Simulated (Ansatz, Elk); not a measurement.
# Zn2CoS2O: X-ray structure factors from the self-consistent density

The structure of Zn2CoS2O used here is made up (a known structure type with other elements) and was relaxed beforehand with PBEsol. The aim is the Fourier transform of its all-electron density, F(hkl), set beside the sum over free spherical atoms that refinements use.

Main program and level: Elk 11.2.3 (patched build); DFT, PBE, all-electron APW+lo, Dirac cores, scalar-relativistic bands, static density, ferromagnetic start.

The structure was built from a prototype and need not be the compound's stable phase.

## (1) The starting structure

The structure is trigonal, space group P3m1 (No. 156). The conventional cell has a = 3.575 Å, b = 3.575 Å, c = 8.774 Å, α = 90.00°, β = 90.00°, γ = 120.00°. Nearest to Zn lie 1 O at 1.94 Å and 3 S at 2.26 Å. Nearest to Zn lie 4 S at 2.26 to 2.29 Å. Co has 3 O at 2.11 Å and 1 S at 2.23 Å nearest. Nearest to S lie 4 Zn at 2.26 to 2.29 Å. S has 1 Co at 2.23 Å and 3 Zn at 2.26 Å nearest. Nearest to O lie 1 Zn at 1.94 Å and 3 Co at 2.11 Å. Farther neighbours and most contacts between anions are not listed.

## (2) Ground state and structure factors

An all-electron density is needed, since X-rays see the cores too. Task 0 finds the density and task 195 Fourier-transforms it; tshift is off so that phases refer to the origin typed.

Input file elk.in:

```
tasks
  0
  195
  196

xctype
  20

spinpol
  .true.

rgkmax
  7.0

gmaxvr
  14.0

lmaxo
  7

lmaxapw
  8

swidth
  0.002

tshift
  .false.

ramdisk
  .false.

hmaxvr
  5.5

maxscl
  120

epspot
  1e-06

reducebf
  0.8

sppath
  './'

avec
  6.75532018831 0.00000000000 -0.00000000000
  -3.37766009415 5.85027889377 0.00000000000
  -0.00000000000 0.00000000000 16.58115503913

atoms
  4
  'Zn.in'
  2
  0.3333333333 0.6666666667 0.6980249138   0.000000 0.000000 0.000000
  0.6666666667 0.3333333333 0.3313109942   0.000000 0.000000 0.000000
  'Co.in'
  1
  -0.0000000000 -0.0000000000 0.9708462912   0.000000 0.000000 -0.115000
  'S.in'
  2
  0.6666666667 0.3333333333 0.5923797375   0.000000 0.000000 0.000000
  -0.0000000000 0.0000000000 0.2255460671   0.000000 0.000000 0.000000
  'O.in'
  1
  0.3333333333 0.6666666667 0.9195919962   0.000000 0.000000 0.000000

ngridk
  6 6 3
```

On the command line:

```bash
$ OMP_NUM_THREADS=4 elk
```

Numbers of over 12 decimals in the logs are rounded to 6 here.

What it wrote:

```text
┌─────────────────────────┐
│ Elk code version 11.2.3 │
└─────────────────────────┘

All units are atomic (Hartree, Bohr, etc.)

┌─────────────────────────────────────────────────┐
│ Ground-state run starting from atomic densities │
└─────────────────────────────────────────────────┘

Lattice vectors :
   6.755320188       0.000000000      -0.000000000
  -3.377660094       5.850278894       0.000000000
  -0.000000000       0.000000000       16.58115504

Reciprocal lattice vectors :
  0.9301091780      0.5369987843       0.000000000
  -0.000000000       1.073997569      -0.000000000
   0.000000000       0.000000000      0.3789353210

Unit cell volume      :    655.2956558
Brillouin zone volume :   0.3785317532

Muffin-tin inner radius fraction :   0.1000000000E-01

Nuclei treated as point charges

Species : 1 (Zn)
 parameters loaded from : Zn.in
 name : zinc
 nuclear charge    :   -30.00000000
 electronic charge :    30.00000000
 atomic mass :    119233.3130
 muffin-tin radius :    2.070764654
 number of radial points in muffin-tin :    993
 inner part over the whole radius :   0.9963472156E-02
 number on inner part of muffin-tin    :    699
 approximate nuclear radius :   0.7484757725E-04
 number of mesh points to nuclear radius :    341
 atomic positions (lattice), magnetic fields (Cartesian) :
  1 :   0.33333333  0.66666667  0.69802491    0.00000000  0.00000000  0.00000000
  2 :   0.66666667  0.33333333  0.33131099    0.00000000  0.00000000  0.00000000

Species : 2 (Co)
 parameters loaded from : Co.in
 name : cobalt
 nuclear charge    :   -27.00000000
 electronic charge :    27.00000000
 atomic mass :    107428.6517
 muffin-tin radius :    2.177330334
 number of radial points in muffin-tin :    993
 inner part over the whole radius :   0.9970854849E-02
 number on inner part of muffin-tin    :    699
 approximate nuclear radius :   0.7243775530E-04
 number of mesh points to nuclear radius :    335
 atomic positions (lattice), magnetic fields (Cartesian) :
  1 :   0.00000000  0.00000000  0.97084629    0.00000000  0.00000000 -0.11500000

Species : 3 (S)
 parameters loaded from : S.in
 name : sulphur
 nuclear charge    :   -16.00000000
 electronic charge :    16.00000000
 atomic mass :    58450.91931
 muffin-tin radius :    1.995886139
 number of radial points in muffin-tin :    793
 inner part over the whole radius :   0.9991869197E-02
 number on inner part of muffin-tin    :    553
 approximate nuclear radius :   0.6195814986E-04
 number of mesh points to nuclear radius :    252
 atomic positions (lattice), magnetic fields (Cartesian) :
  1 :   0.66666667  0.33333333  0.59237974    0.00000000  0.00000000  0.00000000
  2 :   0.00000000  0.00000000  0.22554607    0.00000000  0.00000000  0.00000000

Species : 4 (O)
 parameters loaded from : O.in
 name : oxygen
 nuclear charge    :   -8.000000000
 electronic charge :    8.000000000
 atomic mass :    29165.12205
 muffin-tin radius :    1.553073491
 number of radial points in muffin-tin :    593
 inner part over the whole radius :   0.9926403334E-02
 number on inner part of muffin-tin    :    406
 approximate nuclear radius :   0.5115538663E-04
 number of mesh points to nuclear radius :    175
 atomic positions (lattice), magnetic fields (Cartesian) :
  1 :   0.33333333  0.66666667  0.91959200    0.00000000  0.00000000  0.00000000

Total number of atoms per unit cell :    6
Total muffin-tin volume :    199.9263912
 ratio of muffin-tin to unit cell volume :   0.3050934176

Spin treatment :
 spin-polarised
 global magnetic field (Cartesian) :    0.000000000       0.000000000       0.000000000
 collinear magnetisation in z-direction

Number of Bravais lattice symmetries :   24
Number of crystal symmetries         :    6
Crystal has no inversion symmetry
Complex Hermitian eigensolver will be used

k-point grid :      6     6     3
k-point offset :    0.000000000       0.000000000       0.000000000
k-point set is reduced with full crystal symmetry group
Total number of k-points :       30

[...]
sum of occupied eigenvalues :     -3348.2445222157
 electron kinetic            :      5949.4687786655
 core electron kinetic       :      5343.7861255135
 Coulomb                     :     -11545.884608082
 Coulomb potential           :     -8956.4024047498
 nuclear-nuclear             :     -837.54069660520
 electron-nuclear            :     -12479.857604243
 Hartree                     :      1771.5136927658
 Madelung                    :     -7067.6834057073
 xc potential                :     -341.15036139839
 xc effective B-field        :    -0.160531
 external B-field            :      0.000000
 exchange                    :     -257.27768113428
 correlation                 :     -5.693346
 electron entropic           :    -0.38774011423381E-03
 total energy                :     -5859.3872439865
 (external B-field energy excluded from total)

Density of states at Fermi energy :    26.47277112
 (states/Hartree/unit cell)

Estimated indirect band gap :   0.7951706978E-03
 from k-point 20 to k-point 11
Estimated direct band gap   :   0.8649676274E-02
 at k-point 21

Charges :
 core                        :    58.00000000
 valence                     :    69.00000000
 interstitial                :    10.01004950
 muffin-tins (core leakage)
  species : 1 (Zn)
[...]
species : 2 (Co)
[...]
species : 3 (S)
[...]
species : 4 (O)
[...]
total in muffin-tins        :    116.9899505
 total calculated charge     :    126.9967649
 total charge                :    127.0000000
 error                       :   0.3235129407E-02

Moments :
 interstitial                :   0.2070456787
 muffin-tins
  species : 1 (Zn)
[...]
species : 2 (Co)
[...]
species : 3 (S)
[...]
species : 4 (O)
[...]
total in muffin-tins        :    2.788482361
 total moment                :    2.995528040

RMS change in Kohn-Sham potential (target) :   0.3863694568E-06 (  0.1000000000E-05)
Absolute change in total energy (target)   :   0.4457799150E-05 (  0.1000000000E-03)

Convergence targets achieved

┌──────────────────┐
│ Loop number : 29 │
└──────────────────┘

Energies :
 Fermi                       :     0.184525
 sum of occupied eigenvalues :     -3348.2445166177
 electron kinetic            :      5949.4687738693
 core electron kinetic       :      5343.7861284393
 Coulomb                     :     -11545.884599294
 Coulomb potential           :     -8956.4024103269
 nuclear-nuclear             :     -837.54069660520
 electron-nuclear            :     -12479.857581242
 Hartree                     :      1771.5136785541
 Madelung                    :     -7067.6833941302
 xc potential                :     -341.15034614129
 xc effective B-field        :    -0.160531
 external B-field            :      0.000000
 exchange                    :     -257.27768058307
 correlation                 :     -5.693346
 electron entropic           :    -0.38773525487888E-03
 total energy                :     -5859.3872394191
 (external B-field energy excluded from total)

Density of states at Fermi energy :    26.47244122
 (states/Hartree/unit cell)

Estimated indirect band gap :   0.7949795129E-03
 from k-point 20 to k-point 11
Estimated direct band gap   :   0.8649649009E-02
 at k-point 21

Charges :
 core                        :    58.00000000
 valence                     :    69.00000000
 interstitial                :    10.01004942
 muffin-tins (core leakage)
  species : 1 (Zn)
[...]
species : 2 (Co)
[...]
species : 3 (S)
   atom 1                    :    13.98963105     (  0.2761663561E-03)
   atom 2                    :    13.99529619     (  0.2762102238E-03)
  species : 4 (O)
   atom 1                    :    6.924010597     ( -0.7355431553E-07)
 total in muffin-tins        :    116.9899506
 total calculated charge     :    126.9967649
 total charge                :    127.0000000
 error                       :   0.3235129800E-02

Moments :
 interstitial                :   0.2070460629
 muffin-tins
  species : 1 (Zn)
[...]
species : 2 (Co)
[...]
species : 3 (S)
   atom 1                    :   0.2142751655E-01
   atom 2                    :   0.7199021548E-01
  species : 4 (O)
   atom 1                    :   0.1952171530
 total in muffin-tins        :    2.788482095
 total moment                :    2.995528158

┌──────────────────────────────┐
│ Self-consistent loop stopped │
└──────────────────────────────┘

Warning : core states of species 1 leak from the muffin-tin :   0.5704823029E-03

Warning : core states of species 2 leak from the muffin-tin :   0.1440356911E-02

Warning : core states of species 3 leak from the muffin-tin :   0.2762102238E-03

Wrote STATE.OUT
```

Run time: 9.4 min. Hardware: 4 threads of Arm Neoverse V1, shared host; peak memory 0.47 GiB; 34 min of CPU time.

SFACRHO.OUT:

```text

h k l indices transformed by vhmat matrix:
   1.000000000       0.000000000       0.000000000    
   0.000000000       1.000000000       0.000000000    
   0.000000000       0.000000000       1.000000000    

      h      k      l  multipl.   |H|            Re(F)            Im(F)           |F|

      0      0      0      1   0.0000000       127.00000      0.25234808E-15   127.00000    
      0      0      1      1  0.37893532      -1.5985860      -3.9411762       4.2530397    
      0      0     -1      1  0.37893532      -1.5985860       3.9411762       4.2530397    
      0      0      2      1  0.75787064      -17.215791      -4.4880940       17.791190    
      0      0     -2      1  0.75787064      -17.215791       4.4880940       17.791190    
      1     -1      0      3   1.0739976     -0.12597995       5.0658339       5.0674002    
      0     -1      0      3   1.0739976     -0.12597991      -5.0658339       5.0674002    
      0      0     -3      1   1.1368060       62.192415       27.688630       68.077579    
      0      0      3      1   1.1368060       62.192415      -27.688630       68.077579    
      1      0      1      3   1.1388866       72.851571       31.062419       79.197382    
      0      1      1      3   1.1388866     -0.51519314      -3.5228633       3.5603357    
     -1      1     -1      3   1.1388866     -0.51519311       3.5228633       3.5603356    
      0      1     -1      3   1.1388866       72.851571      -31.062419       79.197382    
      0      1     -2      3   1.3144728       3.7832192       10.731567       11.378896    
     -1      1      2      3   1.3144728       3.7832192      -10.731567       11.378896    
      0      1      2      3   1.3144728       38.576204       2.9869056       38.691667    
      0     -1     -2      3   1.3144728       38.576204      -2.9869056       38.691667    
      0      0      4      1   1.5157413       9.4351400      -18.298512       20.587798
```

Elk indexes on the primitive cell of elk.in and gives |H| = 4π sin θ/λ in inverse bohr. Below, one row stands for each form hkl of the conventional cell (m members, Friedel mates merged), F is for one primitive cell and the density is static (no thermal factor). Free-atom factors are Waasmaier and Kirfel's, and R is Σm||F|−|F'||/Σm|F|.

```
hkl  m  sin θ/λ (Å⁻¹)  abs F, DFT  neutral atoms   diff.  abs of complex diff.
001  2          0.057       4.253          4.290  -0.037                 0.072
002  2          0.114      17.791         17.969  -0.177                 0.201
100  6          0.162       5.067          5.153  -0.086                 0.145
003  2          0.171      68.078         67.873  +0.204                 0.733
101  6          0.171      79.197         79.034  +0.163                 0.659
011  6          0.171       3.560          3.568  -0.007                 0.156
102  6          0.198      11.379         11.525  -0.147                 0.257
012  6          0.198      38.692         39.336  -0.644                 0.645
004  2          0.228      20.588         20.616  -0.028                 0.179
013  6          0.235      14.768         14.870  -0.102                 0.102
103  6          0.235      34.030         34.388  -0.357                 0.358
104  6          0.279      71.031         71.378  -0.347                 0.348
014  6          0.279      38.803         39.106  -0.303                 0.312
110  6          0.280      83.977         84.349  -0.372                 0.372
```

## (3) The magnetisation density

The same run holds the spin density, and task 196 transforms it. The order is that of the start, and no other was tried.

SFACMAG_1.OUT:

```text

h k l indices transformed by vhmat matrix:
   1.000000000       0.000000000       0.000000000    
   0.000000000       1.000000000       0.000000000    
   0.000000000       0.000000000       1.000000000    

      h      k      l  multipl.   |H|            Re(F)            Im(F)           |F|

      0      0      0      1   0.0000000       2.9955283      0.64940868E-17   2.9955283    
      0      0      1      1  0.37893532       2.6148361     -0.48098979       2.6587063    
      0      0     -1      1  0.37893532       2.6148361      0.48098979       2.6587063    
      0      0      2      1  0.75787064       2.1762118     -0.99875924       2.3944557    
      0      0     -2      1  0.75787064       2.1762118      0.99875924       2.3944557    
      1     -1      0      3   1.0739976       1.9776457     -0.10964742       1.9806830    
      0     -1      0      3   1.0739976       1.9776457      0.10964742       1.9806830    
      0      0     -3      1   1.1368060       1.7672899       1.2553338       2.1677584    
      0      0      3      1   1.1368060       1.7672899      -1.2553338       2.1677584    
      1      0      1      3   1.1388866       1.9415221     -0.17021712       1.9489695    
      0      1      1      3   1.1388866       1.7778003     -0.39731280       1.8216562    
     -1      1     -1      3   1.1388866       1.7778003      0.39731280       1.8216562    
      0      1     -1      3   1.1388866       1.9415221      0.17021712       1.9489695    
      0      1     -2      3   1.3144728       1.7300303      0.57990556       1.8246357    
     -1      1      2      3   1.3144728       1.7300303     -0.57990556       1.8246357    
      0      1      2      3   1.3144728       1.4877748     -0.66520321       1.6297144
```

The total moment is 3.00 μB a cell; sphere moments: Zn1 +0.01, Zn2 +0.02, Co3 +2.47, S4 +0.02, S5 +0.07, O6 +0.20 μB. Polarised neutrons measure spin and orbital magnetisation together; without spin-orbit coupling the run gives the spin part:

```
hkl  sin θ/λ (Å⁻¹)  abs F_M (μB)
001          0.057         2.659
002          0.114         2.394
100          0.162         1.981
003          0.171         2.168
101          0.171         1.949
011          0.171         1.822
102          0.198         1.825
012          0.198         1.630
004          0.228         1.778
013          0.235         1.462
103          0.235         1.681
104          0.279         1.501
014          0.279         1.251
110          0.280         1.478
```

## (4) The highest occupied states alone

An energy window below the Fermi level keeps the highest occupied states, to see at which angles they scatter; shallow core shells can lie inside it and anion s states outside. No new self-consistency is needed.

Edit elk.in of step 2 so:

```diff
@@ -1,5 +1,3 @@
 tasks
-  0
   195
-  196
 
@@ -44,2 +42,5 @@
 
+wsfac
+  -0.366720 0.484520
+
 sppath
```

On the command line:

```bash
$ OMP_NUM_THREADS=4 elk
```

What it wrote:

```text
┌─────────────────────────────────┐
│ Elk code version 11.2.3 started │
└─────────────────────────────────┘

Info(readinput): the functional depends on the density's gradient
 muffin-tin radial points multiplied by    2.00000
 (not where nrmtscf is given)

┌────────────────────┐
│ Current task : 195 │
└────────────────────┘
Info(checkmt): changed muffin-tin radius of species 1 (Zn) from   2.4000 to   2.0708
Info(checkmt): changed muffin-tin radius of species 2 (Co) from   2.4000 to   2.1773
Info(checkmt): changed muffin-tin radius of species 3 (S) from   2.2000 to   1.9959
Info(checkmt): changed muffin-tin radius of species 4 (O) from   1.8000 to   1.5531

Info(sfacrho): density structure factors written to SFACRHO.OUT

 Energy window :  -0.3667200000      0.4845200000

┌──────────────────┐
│ Elk code stopped │
└──────────────────┘
```

It took 17 s on 4 threads; peak memory 0.29 GiB; 29 s of CPU time.

States within 15 eV below the Fermi level hold 49.00 electrons; any levels below the window count with the cores. Their amplitudes can exceed the total, where window and core parts have opposite phase:

```
hkl  sin θ/λ (Å⁻¹)  abs F, window  abs F, all
001          0.057          2.175       4.253
002          0.114          7.345      17.791
100          0.162          2.997       5.067
003          0.171         20.536      68.078
101          0.171         23.594      79.197
011          0.171          4.695       3.560
102          0.198          1.167      11.379
012          0.198         12.955      38.692
004          0.228          5.412      20.588
013          0.235          2.400      14.768
```

[end of part 1 of 2]

[Logs are printed without paths, hosts, clocks, repeated set-up lines and the standing remarks that a program may print on its own settings, such as how far it seeks lower states.]

[Hosts, paths, dates, database ids (printed as entryN), source tags and the programs' standing remarks are cut or masked in the printed files.]
